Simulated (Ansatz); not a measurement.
# Band gap of Cs2InAgBr6 (Fm-3m) from density functionals to GW

Aim: the gap of Cs2InAgBr6 (Fm-3m) at several levels of theory on one structure, with the time that each takes.

Main program and level: Ansatz 0.2.0; density functionals, hybrids and G0W0, plane waves, PAW.

This is a report of a sequence of runs, with most program output left out.

In doubt: one-shot GW on d or f shells is unsure (steps 7, 8), so the values of those runs are not to be relied on; masses and optical values from hybrid runs of this build are listed as unsure (step 8), which bears on the screening that GW takes from such a start.

## Step 1: Starting point

The structure is cubic, space group Fm-3m (No. 225). Conventional cell: a = 11.000 Å, b = 11.000 Å, c = 11.000 Å, α = 90.00°, β = 90.00°, γ = 90.00°. Nearest to Cs lie 12 Br at 3.89 Å. Nearest to In lie 6 Br at 2.69 Å. Nearest to Ag lie 6 Br at 2.81 Å. Nearest to Br lie 1 In at 2.69 Å and 1 Ag at 2.81 Å and 4 Cs at 3.89 Å. Farther neighbours and most contacts between anions are not listed.

Geometry: measured lattice cell, ions relaxed with r2SCAN; the structure entry is the Materials Project's. The runs that relaxed it are not among those shown. Spin-orbit coupling is left out unless a step names it. The default PAW set here is soft_2. Its files were made with PBE.

## Step 2: LDA on the 4×4×4 mesh

This step: DFT, LDA, plane waves, PAW.

Input file input.yaml:

```yaml
crystal:
  lattice:
    - [0.0, 5.5, 5.5]
    - [5.5, 0.0, 5.5]
    - [5.5, 5.5, 0.0]
  atoms:
    - { symbol: Cs, position: [0.75, 0.75, 0.75] }
    - { symbol: Cs, position: [0.25, 0.25, 0.25] }
    - { symbol: In, position: [0.0, 0.0, 0.0] }
    - { symbol: Ag, position: [0.5, 0.5, 0.5] }
    - { symbol: Br, position: [0.755241594, 0.244758406, 0.244758406] }
    - { symbol: Br, position: [0.244758406, 0.244758406, 0.755241594] }
    - { symbol: Br, position: [0.244758406, 0.755241594, 0.755241594] }
    - { symbol: Br, position: [0.244758406, 0.755241594, 0.244758406] }
    - { symbol: Br, position: [0.755241594, 0.244758406, 0.755241594] }
    - { symbol: Br, position: [0.755241594, 0.755241594, 0.244758406] }
kpoints:
  mp_grid: { grid: [4, 4, 4] }
  band_path:
    path:
      - [0.0, 0.0, 0.0]
      - [0.5, 0.0, 0.5]
      - [0.625, 0.25, 0.625]
      - [0.375, 0.375, 0.75]
      - [0.5, 0.5, 0.5]
      - [0.5, 0.25, 0.75]
    npoints: 1
hamiltonian:
  xc: lda
scf:
  occupations: { method: fixed }
  n_extra_bands: 7
output:
  eigenvalues: true
  forces: true
  stress: true
  write_density: true
  write_potential: true
  elf: true
  volumetric_format: npy
```

Launch:

```
$ ansatz run input.yaml --threads 3 --pin off --max-ram 92160MiB --backend cuda --events-out ev --progress --plain --runs-dir out --devices 1 --max-vram 13GiB
```

Run time: 9.6 s. Hardware: 1 × NVIDIA H100 80GB HBM3 (shared by 6 runs) with 3 threads of AMD EPYC 7R13 (Zen 3), shared host; peak memory 1 GiB.

Numbers from this step:

```
pressure             : -2.064 GPa
gap                  : 0 eV
valence top at       : Γ
conduction bottom at : Γ
least direct gap     : 0 eV
```

Over mesh and listed points the bands touch or overlap at this level. The program's warnings for this run: forces off the residual converged image; unresolved pair at count.

## Step 3: r2SCAN on the 4×4×4 mesh

Levels along a band path and on the mesh show where this functional puts the band edges.

This step: DFT, r2SCAN, plane waves, PAW.

Changes to input.yaml since step 2:

```diff
@@ -20,13 +20,9 @@
     path:
-      - [0.0, 0.0, 0.0]
-      - [0.5, 0.0, 0.5]
-      - [0.625, 0.25, 0.625]
-      - [0.375, 0.375, 0.75]
-      - [0.5, 0.5, 0.5]
-      - [0.5, 0.25, 0.75]
-    npoints: 1
+      - [[0.0, 0.0, 0.0], [0.5, 0.0, 0.5], [0.625, 0.25, 0.625]]
+      - [[0.375, 0.375, 0.75], [0.0, 0.0, 0.0], [0.5, 0.5, 0.5], [0.5, 0.25, 0.75], [0.5, 0.0, 0.5]]
+    npoints: 10
 hamiltonian:
-  xc: lda
+  xc: r2scan
 scf:
-  occupations: { method: fixed }
+  occupations: { method: fermi_dirac, width: 0.02 }
   n_extra_bands: 7
```

The job ended after 13 s (1 × NVIDIA H100 80GB HBM3 (shared by 6 runs) with 3 threads; peak memory 1.7 GiB; 20 s of CPU time).

This step gave:

* pressure: 0.4872 GPa
* filled bands: 46
* gap: 0.7219 eV
* valence top at: Γ
* conduction bottom at: Γ
* least direct gap: 0.7219 eV

Over mesh and path the gap is 0.722 eV, direct, at k = Γ.

## Step 4: r2SCAN+SOC on the 4×4×4 mesh

This run has two-component orbitals with spin-orbit coupling.

This step: DFT, r2SCAN with spin-orbit coupling, plane waves, PAW.

Changes to input.yaml since step 3:

```diff
@@ -20,5 +20,9 @@
     path:
-      - [[0.0, 0.0, 0.0], [0.5, 0.0, 0.5], [0.625, 0.25, 0.625]]
-      - [[0.375, 0.375, 0.75], [0.0, 0.0, 0.0], [0.5, 0.5, 0.5], [0.5, 0.25, 0.75], [0.5, 0.0, 0.5]]
-    npoints: 10
+      - [0.0, 0.0, 0.0]
+      - [0.5, 0.0, 0.5]
+      - [0.625, 0.25, 0.625]
+      - [0.375, 0.375, 0.75]
+      - [0.5, 0.5, 0.5]
+      - [0.5, 0.25, 0.75]
+    npoints: 1
 hamiltonian:
@@ -27,3 +31,6 @@
   occupations: { method: fermi_dirac, width: 0.02 }
-  n_extra_bands: 7
+  n_extra_bands: 14
+magnetization:
+  noncollinear: true
+  spin_orbit: true
 output:
```

Elapsed: 15 s, on 1 × NVIDIA H100 80GB HBM3 (shared by 6 runs) with 3 threads; peak memory 2.2 GiB; 27 s of CPU time.

This step gave:

| Property | Result |
| --- | --- |
| pressure | 0.4934 GPa |
| gap | 0.6992 eV |
| valence top at | Γ |
| conduction bottom at | Γ |
| least direct gap | 0.6992 eV |

Over mesh and listed points the gap is 0.699 eV, direct, at k = Γ. r2SCAN+SOC against r2SCAN: 0.699 − 0.722 = −0.023 eV, with the same mesh, set of files (read in its fully relativistic form for the spin-orbit run) and cutoff, and both edges at the same k points. The spin-orbit run sees mesh and listed points alone, so its gap is an upper bound: the coupling can move an edge off these points, and the change over the zone, its sign included where it is small, is not known.

## Step 5: HSE06 on the 2×2×2 mesh

HSE06 mixes in a quarter of exact exchange at short range.

This step: DFT, HSE06, plane waves, PAW.

Changes to input.yaml since step 4:

```diff
@@ -17,3 +17,3 @@
 kpoints:
-  mp_grid: { grid: [4, 4, 4] }
+  mp_grid: { grid: [2, 2, 2] }
   band_path:
@@ -28,16 +28,7 @@
 hamiltonian:
-  xc: r2scan
+  xc: hse06
 scf:
-  occupations: { method: fermi_dirac, width: 0.02 }
-  n_extra_bands: 14
-magnetization:
-  noncollinear: true
-  spin_orbit: true
+  occupations: { method: fixed }
+  n_extra_bands: 7
 output:
   eigenvalues: true
-  forces: true
-  stress: true
-  write_density: true
-  write_potential: true
-  elf: true
-  volumetric_format: npy
```

Wall time 21 s (1 × NVIDIA H100 80GB HBM3 (shared by 6 runs) with 3 threads); peak memory 1.3 GiB; 34 s of CPU time.

This step gave:

```
gap                     : 1.313 eV
valence top at          : Γ
conduction bottom at    : Γ
least direct gap        : 1.313 eV
exact-exchange fraction : 0.25
```

Over mesh and listed points the gap is 1.313 eV, direct, at k = Γ. HSE06 against r2SCAN: 1.313 − 0.722 = +0.591 eV. The runs also differ in mesh (4×4×4 and 2×2×2) and plane-wave cutoff (500 eV and 420 eV), so how much of this comes from the functional alone is not known.

## Step 6: PBE0 on the 2×2×2 mesh

PBE0 mixes in a quarter of exact exchange at all distances.

This step: DFT, PBE0, plane waves, PAW.

Changes to input.yaml since step 5:

```diff
@@ -28,3 +28,3 @@
 hamiltonian:
-  xc: hse06
+  xc: pbe0
 scf:
```

It took 24 s on 1 × NVIDIA H100 80GB HBM3 (shared by 6 runs) with 3 threads; peak memory 1.3 GiB; 30 s of CPU time.

This step gave:

| Quantity | Value |
| --- | --- |
| gap | 1.998 eV |
| valence top at | X |
| conduction bottom at | Γ |
| least direct gap | 2.001 eV |
| exact-exchange fraction | 0.25 |

Over mesh and listed points the gap is 1.998 eV, from k = (0.500, 0.000, 0.500) to k = Γ. The least direct gap found is 2.001 eV, at k = Γ. PBE0 against HSE06: 1.998 − 1.313 = +0.685 eV. Mesh, set of files and cutoff are the same, but the valence top lies at another k point, so this need not be the shift of one pair of states.

## Step 7: G0W0@r2SCAN, 2×2×2 mesh, 993 empty bands, screening to 120 eV

G0W0 replaces the xc potential by a self-energy built once from the orbitals of the start. Levels are corrected in the window of bands that the input names, at points of the mesh.

This step: G0W0 on r2SCAN, plane waves, PAW.

Changes to input.yaml since step 6:

```diff
@@ -18,17 +18,11 @@
   mp_grid: { grid: [2, 2, 2] }
-  band_path:
-    path:
-      - [0.0, 0.0, 0.0]
-      - [0.5, 0.0, 0.5]
-      - [0.625, 0.25, 0.625]
-      - [0.375, 0.375, 0.75]
-      - [0.5, 0.5, 0.5]
-      - [0.5, 0.25, 0.75]
-    npoints: 1
 hamiltonian:
-  xc: pbe0
+  xc: r2scan
 scf:
   occupations: { method: fixed }
-  n_extra_bands: 7
-output:
-  eigenvalues: true
+gw:
+  n_empty_bands: 993
+  ecut_chi: 120.0
+  qp_bands: [v3, c3]
+  qp_kpoints: band_edges
+  screening: { model: contour_deformation }
```

It took 32 s on 1 × NVIDIA H100 80GB HBM3 (shared by 6 runs) with 3 threads; peak memory 3 GiB; 43 s of CPU time.

Numbers from this step:

```
bands summed                                    : 1039
RPA ε∞ on this mesh (eigenvalues)               : 4.730, 4.730, 4.730
plane waves in the screening matrix             : 965
G0W0 gap over the corrected points              : 1.592 eV
k of the valence top                            : 0, 0, 0
k of the conduction bottom                      : 0, 0, 0
starting gap on the mesh                        : 0.7060 eV
Z at the valence top                            : 0.7515
Z at the conduction bottom                      : 0.7877
least direct G0W0 gap over the corrected points : 1.592 eV
```

Over all 3 irreducible mesh points the G0W0 gap is 1.592 eV, direct, at k = Γ. The r2SCAN gap of this run on the mesh is 0.706 eV. The two states that bound the G0W0 gap lie that far apart at the start, so the correction of the gap is 1.592 − 0.706 = +0.886 eV.

## Step 8: G0W0@HSE06, 2×2×2 mesh, 461 empty bands, screening to 72 eV

This step: G0W0 on HSE06, plane waves, PAW.

Changes to input.yaml since step 7:

```diff
@@ -19,3 +19,3 @@
 hamiltonian:
-  xc: r2scan
+  xc: hse06
 scf:
@@ -23,4 +23,4 @@
 gw:
-  n_empty_bands: 993
-  ecut_chi: 120.0
+  n_empty_bands: 461
+  ecut_chi: 72
   qp_bands: [v3, c3]
```

Wall time 46 s (1 × NVIDIA H100 80GB HBM3 (shared by 6 runs) with 3 threads); peak memory 1.8 GiB.

This step gave:

* bands summed: 507
* RPA ε∞ on this mesh (eigenvalues): 3.944, 3.944, 3.944
* plane waves in the screening matrix: 459
* G0W0 gap over the corrected points: 1.907 eV
* k of the valence top: 0, 0, 0
* k of the conduction bottom: 0, 0, 0
* starting gap on the mesh: 1.313 eV
* Z at the valence top: 0.7873
* Z at the conduction bottom: 0.8150
* least direct G0W0 gap over the corrected points: 1.907 eV

Over all 3 irreducible mesh points the G0W0 gap is 1.907 eV, direct, at k = Γ. The HSE06 gap of this run on the mesh is 1.313 eV. The two states that bound the G0W0 gap lie that far apart at the start, so the correction of the gap is 1.907 − 1.313 = +0.594 eV. G0W0@HSE06 against G0W0@r2SCAN with 507 bands (a further run, in the table below): 1.907 − 1.545 = +0.362 eV. The runs also differ in plane-wave cutoff (500 eV and 420 eV), so how much of this comes from the start alone is not known.

## Step 9: Gap and time by level

Each gap is the least one over the points named; times are wall times on shared hosts, not benchmarks. A G0W0 time includes the run's own self-consistent start. Runs with listed points see these and the mesh alone, so an edge that moves elsewhere is missed. Rows marked * are further runs, not shown as steps, whose inputs differ from the G0W0 step on the same start in the columns given; solver thresholds can differ too.

```
       level   mesh       files, cutoff  bands summed, screening                         points  gap (eV)            valence top  conduction bottom  least direct gap (eV)   time
         LDA  4×4×4  soft_2 PAW, 420 eV                        -         mesh and listed points      none                      -                  -                  0.000  9.6 s
      r2SCAN  4×4×4  soft_2 PAW, 500 eV                        -                  mesh and path     0.722                      Γ                  Γ                  0.722   13 s
  r2SCAN+SOC  4×4×4  soft_2 PAW, 500 eV                        -         mesh and listed points     0.699                      Γ                  Γ                  0.699   15 s
       HSE06  2×2×2  soft_2 PAW, 420 eV                        -         mesh and listed points     1.313                      Γ                  Γ                  1.313   21 s
        PBE0  2×2×2  soft_2 PAW, 420 eV                        -         mesh and listed points     1.998  (0.500, 0.000, 0.500)                  Γ                  2.001   24 s
G0W0@r2SCAN*  2×2×2  soft_2 PAW, 500 eV               209, 36 eV  all 3 irreducible mesh points     1.796                      Γ                  Γ                  1.796  9.8 s
G0W0@r2SCAN*  2×2×2  soft_2 PAW, 500 eV               507, 72 eV  all 3 irreducible mesh points     1.545                      Γ                  Γ                  1.545   16 s
 G0W0@r2SCAN  2×2×2  soft_2 PAW, 500 eV             1039, 120 eV  all 3 irreducible mesh points     1.592                      Γ                  Γ                  1.592   32 s
  G0W0@HSE06  2×2×2  soft_2 PAW, 420 eV               507, 72 eV  all 3 irreducible mesh points     1.907                      Γ                  Γ                  1.907   46 s
```

## Step 10: Outcome

| Property | Result |
| --- | --- |
| LDA, over mesh and listed points | none |
| r2SCAN, over mesh and path | 0.722 eV |
| r2SCAN+SOC, over mesh and listed points | 0.699 eV |
| HSE06, over mesh and listed points | 1.313 eV |
| PBE0, over mesh and listed points | 1.998 eV |
| G0W0@r2SCAN (1039 bands, 2×2×2), over all 3 irreducible mesh points | 1.592 eV |
| G0W0@HSE06, over all 3 irreducible mesh points | 1.907 eV |
| known limits | finite bands, screening cutoff and k mesh; no spin-orbit coupling in G0W0; d shells not analysed; screening cutoff under 40 eV in some runs |

The rows run from 0.699 eV (r2SCAN+SOC) to 1.998 eV (PBE0). They differ in mesh, plane-wave cutoff, bands and screening cutoff of G0W0 and the points over which the gap was sought as well as in level, so only pairs that share these are like for like. r2SCAN+SOC against r2SCAN: 0.699 − 0.722 = −0.023 eV, with the same mesh, set of files (read in its fully relativistic form for the spin-orbit run) and cutoff, and both edges at the same k points. The spin-orbit run sees mesh and listed points alone, so its gap is an upper bound: the coupling can move an edge off these points, and the change over the zone, its sign included where it is small, is not known. G0W0@r2SCAN (1039 bands, 2×2×2) moves the gap of its own start on the mesh by 1.592 − 0.706 = +0.886 eV, between the same two levels. Both edges that r2SCAN shows over mesh and path lie at k points where levels were corrected. Levels at other points were not corrected, so a lower G0W0 gap elsewhere in the zone is not ruled out. G0W0@HSE06 moves the gap of its own start on the mesh by 1.907 − 1.313 = +0.594 eV, between the same two levels. Both edges that HSE06 shows over mesh and listed points lie at k points where levels were corrected. Levels at other points were not corrected, so a lower G0W0 gap elsewhere in the zone is not ruled out. What spin-orbit coupling does to the G0W0 levels was not computed, so no sum with the G0W0 gap is formed. For G0W0@r2SCAN: from 209 bands and 36 eV to 1039 bands and 120 eV the gap moves by 1.592 − 1.796 = −0.204 eV (rung by rung 1.796, 1.545, 1.592 eV); bands and screening cutoff rise together, so their parts are not told apart. The gap turns back along the series (1.796, 1.545, 1.592 eV), so no line is drawn and the limit is not known. The other G0W0 rows are shown at one basis each (507 bands), so their distance from the limit is not known here. The G0W0 runs are scalar-relativistic. One-shot GW is known to converge slowly in bands for compounds with shallow d shells. The cell holds Ag and In; the filling of the d shell and its place against the gap were not analysed here. No pair of G0W0 runs that differ in the mesh alone is shown (2×2×2 is a supercell whose nearest images lie 16 Å apart), so the error from the mesh is not known here. G0W0@r2SCAN runs of this series with other atomic data on the same mesh, not shown as steps, give 1.554 eV (hard PAW, 870 eV, 541 bands, screening to 72 eV; the table's row with the same empty bands and screening cutoff has 1.545 eV); where bands and cutoffs differ too, the part of the files is not isolated. A screening cutoff under 40 eV is crude: G0W0@r2SCAN with 209 bands at 36 eV. Failed or unusable runs of this series, left out of the table: G0W0@LDA (2×2×2 mesh, soft_2 PAW files, 420 eV, 461 empty bands) did not converge.

[Paths, hosts, dates, memory and timing lines, banners, echoed tables and standing remarks are left out of the program output.]

[Logs are printed without paths, hosts, clocks, repeated set-up lines and the standing remarks that a program may print on its own settings, such as how far it seeks lower states.]

[Runs of the session that timed out or met a known fault of the program may be left out.]

[Cells called generated may have been cut or substituted from an entry of the Crystallography Open Database or the Materials Project.]

[Hosts, paths, dates, database ids (printed as entryN), source tags and the programs' standing remarks are cut or masked in the printed files.]

[Where an RPA ε∞ is given, it is that of the G0W0 mesh and is not shown converged in it. Names of k-points follow the symmetry that the program found, which can be lower than the space group named. Band edges on a path are those of the sampled points; other points can move an edge, and change direct to indirect where valleys lie close.]

[Hybrid gaps are those of their k-mesh and are not shown converged in it.]
